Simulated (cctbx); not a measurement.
# Co2ReO6 with cctbx, script by script

Library: cctbx 2025.11. The data are simulated by the first script.

## 1. Simulate the data

run.py:

```python
from cctbx import adptbx, crystal, miller, sgtbx, xray
from cctbx.array_family import flex
from iotbx.shelx import hklf
from scitbx import matrix
import scitbx.random

cs = crystal.symmetry(unit_cell=(12.801, 2.941, 5.861, 90, 103.53, 90), space_group_symbol='Hall: -C 2y')  # C2/m
atoms = [  # label, site, U (iso, or U11 U22 U33 U12 U13 U23 in A^2), occupancy
    ("Re1", (0, 0, 0.5), (0.0108, 0.0106, 0.0097, 0.0000, 0.0029, 0.0000), 1),
    ("Co1", (0.1644, 0.5, 0.8413), (0.0163, 0.0162, 0.0133, 0.0000, 0.0030, 0.0000), 1),
    ("O1", (0.3204, 0.5, 0.9693), (0.0214, 0.0208, 0.0157, 0.0000, 0.0037, 0.0000), 1),
    ("O2", (0.1632, 0, 0.62), (0.0193, 0.0152, 0.0182, 0.0000, 0.0034, 0.0000), 1),
    ("O3", (0.4924, 0, 0.2801), (0.0214, 0.0188, 0.0189, 0.0000, 0.0062, 0.0000), 1),
]
xs = xray.structure(crystal_symmetry=cs)
for label, site, u, occ in atoms:
    u = adptbx.u_cif_as_u_star(cs.unit_cell(), u) if isinstance(u, tuple) else u
    xs.add_scatterer(xray.scatterer(label, site=site, u=u, occupancy=occ))
xs.set_inelastic_form_factors(0.71073, "sasaki")
xs.show_summary()
p1 = xs.expand_to_p1()
ms = miller.build_set(p1, anomalous_flag=True, d_min=0.84)
flex.set_random_seed(476461)
scitbx.random.set_random_seed(476461)
ms = ms.select(flex.random_double(ms.size()) < 0.5)
i = ms.structure_factors_from_scatterers(p1, algorithm="direct").f_calc().as_intensity_array().data()
i = i / flex.sqrt(1 + 0.3 * i / flex.max(i))  # extinction
i = i * 5000 / flex.max(i)
sig = flex.sqrt(i + flex.pow2(0.03 * i) + 4 ** 2)
noise = scitbx.random.variate(scitbx.random.normal_distribution())(i.size())
data = ms.array(data=i + sig * noise, sigmas=sig).set_observation_type_xray_intensity()
with open("data.hkl", "w") as f:
    data.export_as_shelx_hklf(f)
print("reflections written:", data.size(), " <I/sigma> = %.1f" % flex.mean(data.data() / data.sigmas()))
for h, a, b in list(data.sort("data"))[:12]:
    print("%4d%4d%4d %9.1f %7.1f" % (h + (a, b)))
```

```console
$ python run.py
```

```text
Number of scatterers: 5
At special positions: 5
Unit cell: (12.801, 2.941, 5.861, 90, 103.53, 90)
Space group: C 1 2/m 1 (No. 12)
reflections written: 761  <I/sigma> = 9.1
   6   0   0    5171.9   165.9
  -6   0   0    4928.3   165.9
  -1  -1   2    4826.6   161.3
   1  -1  -2    4724.2   161.3
  -1   1   2    4514.9   161.3
  -4   0  -1    3973.7   130.5
  -3   1   3    3661.7   119.3
   3   1  -3    3531.1   119.3
  -3  -1   3    3399.2   119.3
   3  -1  -3    3369.5   119.3
   0  -2   0    3362.3   115.5
  -1  -1  -1    3324.9   115.0
```

Run time: 0.31 s on 1 thread of Intel(R) Xeon(R) Platinum 8259CL CPU @ 2.50GHz (Skylake/Cascade Lake) (shared host), peak memory 0.07 GiB.

## 2. Refinement (right model, isotropic)

run.py:

```python
import math
from cctbx import adptbx, crystal, maptbx, sgtbx, xray
from cctbx.array_family import flex
from cctbx.xray import observations
from iotbx.shelx import hklf
from scitbx.lstbx import normal_eqns_solving
from smtbx import absolute_structure, utils
from smtbx.refinement import constraints, least_squares

cs = crystal.symmetry(unit_cell=(12.801, 2.941, 5.861, 90, 103.53, 90), space_group_symbol='Hall: -C 2y')  # C2/m
atoms = [  # label, site, U (iso, or U11 U22 U33 U12 U13 U23 in A^2), occupancy
    ("Re1", (0, 0, 0.5), 0.0200, 1),
    ("Co1", (0.1633, 0.5, 0.8295), 0.0200, 1),
    ("O1", (0.3207, 0.5, 0.9668), 0.0200, 1),
    ("O2", (0.1631, 0, 0.6194), 0.0200, 1),
    ("O3", (0.4915, 0, 0.2753), 0.0200, 1),
]
xs = xray.structure(crystal_symmetry=cs)
for label, site, u, occ in atoms:
    u = adptbx.u_cif_as_u_star(cs.unit_cell(), u) if isinstance(u, tuple) else u
    xs.add_scatterer(xray.scatterer(label, site=site, u=u, occupancy=occ))
xs.set_inelastic_form_factors(0.71073, "sasaki")
raw = hklf.reader(file_name="data.hkl").as_miller_arrays(crystal_symmetry=cs, anomalous=True)[0]
merged = raw.eliminate_sys_absent().merge_equivalents()
fo2 = merged.array().set_observation_type_xray_intensity()
print("Rint %.3f, %d unique reflections to %.2f A" % (merged.r_int(), fo2.size(), fo2.d_min()))
for sc in xs.scatterers():
    sc.flags.set_grad_site(True)
    sc.flags.set_grad_u_aniso(sc.flags.use_u_aniso())
    sc.flags.set_grad_u_iso(sc.flags.use_u_iso())
obs = fo2.as_xray_observations()
extra = {}
rep = constraints.reparametrisation(xs, [], utils.connectivity_table(xs), **extra)
ls = least_squares.crystallographic_ls(obs, rep, weighting_scheme=least_squares.mainstream_shelx_weighting(a=0, b=0))
print("cycle     R1     wR2    GooF  max shift (A)")
for cycle in range(8):
    ls.build_up()
    r1, wr2, goof = ls.r1_factor(cutoff_factor=2)[0], ls.wR2(), ls.goof()
    old = xs.sites_cart()
    normal_eqns_solving.levenberg_marquardt_iterations(ls, n_max_iterations=3, tau=1e-06, step_threshold=1e-7)
    big = flex.max((xs.sites_cart() - old).norms())
    print("%4d %7.4f %7.4f %7.3f %9.5f" % (cycle + 1, r1, wr2, goof, big))
    ls.build_up(objective_only=True)
    if abs(ls.wR2() - wr2) < 5e-5 and big < 5e-4:
        break
ls.build_up()
print("final R1 %.4f wR2 %.4f GooF %.3f  parameters %d  data/parameter %.1f" % (ls.r1_factor(cutoff_factor=2)[0], ls.wR2(), ls.goof(), ls.n_parameters, fo2.size() / ls.n_parameters))
cov = ls.covariance_matrix_and_annotations()
su = dict(zip(cov.annotations, (math.sqrt(max(v, 0)) for v in cov.matrix.matrix_packed_u_diagonal())))
a2 = cs.unit_cell().reciprocal_parameters()[0] ** -2
print("atom        x        y        z      Ueq    occ   su(xyz)  su(Uiso or U11)")
for sc in xs.scatterers():
    s = max(su.get(sc.label + k, 0) for k in (".x", ".y", ".z"))
    npd = "" if sc.is_positive_definite_u(cs.unit_cell()) else "  NPD"
    print("%-5s %8.5f %8.5f %8.5f %8.4f %6.3f %8.5f %7.4f%s" % ((sc.label,) + sc.site + (sc.u_iso_or_equiv(cs.unit_cell()), sc.occupancy, s, su.get(sc.label + ".uiso", su.get(sc.label + ".u11", 0) * a2), npd)))
fo = fo2.f_sq_as_f()
fc = fo.structure_factors_from_scatterers(xs, algorithm="direct").f_calc()
diff = fo.f_obs_minus_f_calc(1 / math.sqrt(ls.scale_factor()), fc).average_bijvoet_mates()
m = diff.fft_map(symmetry_flags=maptbx.use_space_group_symmetry, resolution_factor=0.25).apply_volume_scaling()
print("difference map: max %.2f min %.2f rms %.2f" % (m.statistics().max(), m.statistics().min(), m.statistics().sigma()))
peaks = m.peak_search(parameters=maptbx.peak_search_parameters(min_distance_sym_equiv=0.6, max_clusters=6)).all()
near = xs.closest_distances(peaks.sites(), distance_cutoff=4)
sps = cs.special_position_settings(min_distance_sym_equiv=0.5)
for k, (x, h) in enumerate(zip(peaks.sites(), peaks.heights())):
    ss = sps.site_symmetry(x)
    print("Q%-3d %7.4f %7.4f %7.4f %4d %7.2f  %.2f A from %s" % ((k + 1,) + tuple(t % 1 for t in ss.exact_site()) + (ss.multiplicity(), h, near.smallest_distances[k], xs.scatterers()[near.i_seqs[k]].label)))
```

```console
$ python run.py
```

```text
Rint 0.029, 204 unique reflections to 0.84 A
cycle     R1     wR2    GooF  max shift (A)
   1  0.1069  0.2436   6.223   0.06889
   2  0.0185  0.0449   1.148   0.00005
final R1 0.0185 wR2 0.0449 GooF 1.148  parameters 13  data/parameter 15.7
atom        x        y        z      Ueq    occ   su(xyz)  su(Uiso or U11)
Re1    0.00000  0.00000  0.50000   0.0092  1.000  0.00000  0.0002
Co1    0.16433  0.50000  0.84158   0.0153  1.000  0.00022  0.0003
O1     0.32040  0.50000  0.96854   0.0205  1.000  0.00136  0.0016
O2     0.16471  0.00000  0.61930   0.0215  1.000  0.00133  0.0016
O3     0.49279  0.00000  0.27766   0.0221  1.000  0.00132  0.0017
difference map: max 1.06 min -1.13 rms 0.25
Q1    0.0368  0.0000  0.5544    4    1.11  0.50 A from Re1
Q2    0.0716  0.5000  0.5807    4    0.95  1.30 A from O3
Q3    0.2123  0.0000  0.8939    4    0.68  0.99 A from O1
Q4    0.0495  0.0000  0.8357    4    0.68  1.65 A from O3
Q5    0.0162  0.0000  0.3041    4    0.67  1.21 A from Re1
Q6    0.1267  0.0000  0.6984    4    0.65  0.75 A from O2
```

Time: 0.44 s.

## 3. Refinement (right model, anisotropic)

run.py, as its changes from the last script of this kind:

```diff
@@ -12,5 +12,5 @@
-    ("Re1", (0, 0, 0.5), 0.0200, 1),
-    ("Co1", (0.1633, 0.5, 0.8295), 0.0200, 1),
-    ("O1", (0.3207, 0.5, 0.9668), 0.0200, 1),
-    ("O2", (0.1631, 0, 0.6194), 0.0200, 1),
-    ("O3", (0.4915, 0, 0.2753), 0.0200, 1),
+    ("Re1", (0, 0, 0.5), 0.0092, 1),
+    ("Co1", (0.16433, 0.5, 0.84158), 0.0153, 1),
+    ("O1", (0.3204, 0.5, 0.96854), 0.0205, 1),
+    ("O2", (0.16471, 0, 0.6193), 0.0215, 1),
+    ("O3", (0.49279, 0, 0.27766), 0.0221, 1),
@@ -22,0 +23 @@
+xs.convert_to_anisotropic()
```

```console
$ python run.py
```

```text
Rint 0.029, 204 unique reflections to 0.84 A
cycle     R1     wR2    GooF  max shift (A)
   1  0.0185  0.0449   1.196   0.00589
   2  0.0162  0.0390   1.037   0.00005
final R1 0.0162 wR2 0.0390 GooF 1.037  parameters 28  data/parameter 7.3
atom        x        y        z      Ueq    occ   su(xyz)  su(Uiso or U11)
Re1    0.00000  0.00000  0.50000   0.0092  1.000  0.00000  0.0003
Co1    0.16435  0.50000  0.84157   0.0153  1.000  0.00020  0.0007
O1     0.32015  0.50000  0.96852   0.0208  1.000  0.00125  0.0038
O2     0.16447  0.00000  0.61980   0.0213  1.000  0.00121  0.0038
O3     0.49290  0.00000  0.27870   0.0219  1.000  0.00125  0.0039
difference map: max 0.81 min -0.76 rms 0.23
Q1    0.0730  0.5000  0.5834    4    0.84  1.30 A from O3
Q2    0.0518  0.0000  0.8317    4    0.70  1.65 A from O3
Q3    0.1852  0.0000  0.2687    4    0.68  1.38 A from O1
Q4    0.2067  0.0000  0.8913    4    0.66  0.96 A from O1
Q5    0.2057  0.5000  0.1365    4    0.66  1.60 A from O1
Q6    0.0964  0.0000  0.0127    4    0.60  1.05 A from O1
```

Time: 0.43 s.

## 4. Refinement

run.py, as its changes from the last script of this kind:

```diff
@@ -16 +15,0 @@
-    ("O3", (0.49279, 0, 0.27766), 0.0221, 1),
@@ -37 +36 @@
-for cycle in range(8):
+for cycle in range(12):
```

```console
$ python run.py
```

```text
Rint 0.029, 204 unique reflections to 0.84 A
cycle     R1     wR2    GooF  max shift (A)
   1  0.0705  0.1654   4.329   0.04287
   2  0.0692  0.1595   4.174   0.00079
   3  0.0693  0.1595   4.174   0.00004
final R1 0.0693 wR2 0.1595 GooF 4.174  parameters 22  data/parameter 9.3
atom        x        y        z      Ueq    occ   su(xyz)  su(Uiso or U11)
Re1    0.00000  0.00000  0.50000   0.0074  1.000  0.00000  0.0012
Co1    0.16438  0.50000  0.84186   0.0143  1.000  0.00084  0.0028
O1     0.31814  0.50000  0.96860   0.0298  1.000  0.00619  0.0198
O2     0.16810  0.00000  0.62296   0.0284  1.000  0.00550  0.0202
difference map: max 12.60 min -1.41 rms 0.90
Q1    0.9933  0.5000  0.2776    4   13.28  1.95 A from Re1
Q2    0.0000  0.0000  0.5000    2    4.35  0.00 A from Re1
Q3    0.0862  0.0000  0.9656    4    1.41  1.20 A from O1
Q4    0.1076  0.0000  0.4012    4    1.23  1.35 A from O2
Q5    0.1691  0.0000  0.0463    4    1.19  0.20 A from O1
Q6    0.1907  0.0000  0.2715    4    1.16  1.39 A from O1
```

It took 0.44 s on 1 thread of Intel(R) Xeon(R) Platinum 8259CL CPU @ 2.50GHz (Skylake/Cascade Lake), on a shared host, peak memory 0.09 GiB.

This run holds a fault made on purpose: atom left out: O3.

[Logs are printed without paths, hosts, clocks, repeated set-up lines and the standing remarks that a program may print on its own settings, such as how far it seeks lower states.]
